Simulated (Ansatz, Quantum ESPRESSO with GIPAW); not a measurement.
# C2H2BF4N: which site gives which 13C line?

The values are calculated: DFT, PBEsol, plane-wave PAW (pslibrary 1.0.0 recipes), scalar-relativistic, GIPAW shieldings (Quantum ESPRESSO with GIPAW, a patched development version). To turn shieldings into shifts, lines fitted to measured solids are used. 13C: δ = (162.2 − σ), zero at TMS, fitted to 6 measured values, from C, KHCO3, Li2CO3, MgCO3, Na2CO3 and SiC, with a scatter of 0.77 ppm r.m.s., on σ without the shape term. Kinds of site that fitted badly were split off after the misses were seen, so the scatter is that of the points kept. Spans are on the shift scale.

```xyz
20
Lattice="5.1730 0.0000 0.0000 0.0000 5.7540 0.0000 -1.2401 0.0000 7.8294" Properties=species:S:1:pos:R:3 pbc="T T T"
F     4.3475    1.5185    0.7746
F    -0.4146    4.3955    7.0548
F     2.3733    3.6769    2.7793
F     1.5596    0.7999    5.0501
F     3.5609    4.4279    0.9583
F     0.3721    1.5509    6.8711
F     3.9940    5.3004    3.0472
F    -0.0610    2.4234    4.7822
N     1.9486    0.1359    1.9661
N     1.9844    3.0129    5.8633
C     1.1666    0.9661    1.8071
C     2.7663    3.8431    6.0223
C     0.1666    2.0037    1.6068
C     3.7664    4.8807    6.2226
B     3.0413    4.7469    2.2018
B     0.8917    1.8699    5.6277
H     0.6493    2.8809    1.1442
H     3.2837    5.7579    6.6852
H    -0.2525    2.2756    2.5938
H     4.1855    5.1526    5.2356
```

The cell is an entry of the Crystallography Open Database; it need not be the form that is stable at ambient conditions. The coordinates shown are those after relaxation (atoms relaxed).

The C sites:

```
site  atom no.  atoms in cell  site symmetry  surroundings     bonds (Å)
C(1)        11              2              1           CNC  1.15 to 1.45
C(2)        13              2              1         CFCH2  1.10 to 1.45
```

The lines to be assigned:

```
line  δ_iso (ppm)  relative area  span (ppm)  skew
   A        110.0              1       302.5  0.91
   B         68.5              1        87.8  0.82
```

Simulated spectrum: 13C static powder, 18.8 T (201.3 MHz), lines broadened by 6.0 ppm; rigid lattice, with dipolar and J couplings left out.

δ (ppm), intensity and a bar:
```
      252       0.00 
      240       0.00 
      228       0.00 
      217       0.09 ###
      206       0.35 ###########
      202       0.42 ############
      194       0.29 #########
      183       0.20 ######
      172       0.17 #####
      160       0.14 ####
      149       0.13 ####
      138       0.12 ####
      126       0.11 ###
      115       0.11 ###
      103       0.22 #######
       92       1.00 ##############################
       81       0.57 #################
       69       0.45 #############
       58       0.39 ############
       47       0.34 ##########
       35       0.31 #########
       24       0.29 #########
       13       0.18 #####
        1       0.07 ##
      -11       0.07 ##
      -21       0.07 ##
      -33       0.06 ##
      -45       0.06 ##
      -55       0.06 ##
      -67       0.06 ##
      -79       0.06 ##
      -89       0.01 
     -101       0.00 
     -113       0.00 
     -123       0.00
```

Most prominent maxima (ppm: height): 202: 0.42, 92: 1.00.

**Question.** Which site gives which line?

The calculated assignment is A is C(1) (CNC); B is C(2) (CFCH2). The bonded neighbours set the region: A with NC; B with FCH2.

[Banner, clock, file and message-heading lines were taken out of the pw.x and gipaw.x logs.]

[Logs are printed without paths, hosts, clocks, repeated set-up lines and the standing remarks that a program may print on its own settings, such as how far it seeks lower states.]

[Hosts, paths, dates, database ids (printed as entryN), source tags and the programs' standing remarks are cut or masked in the printed files.]
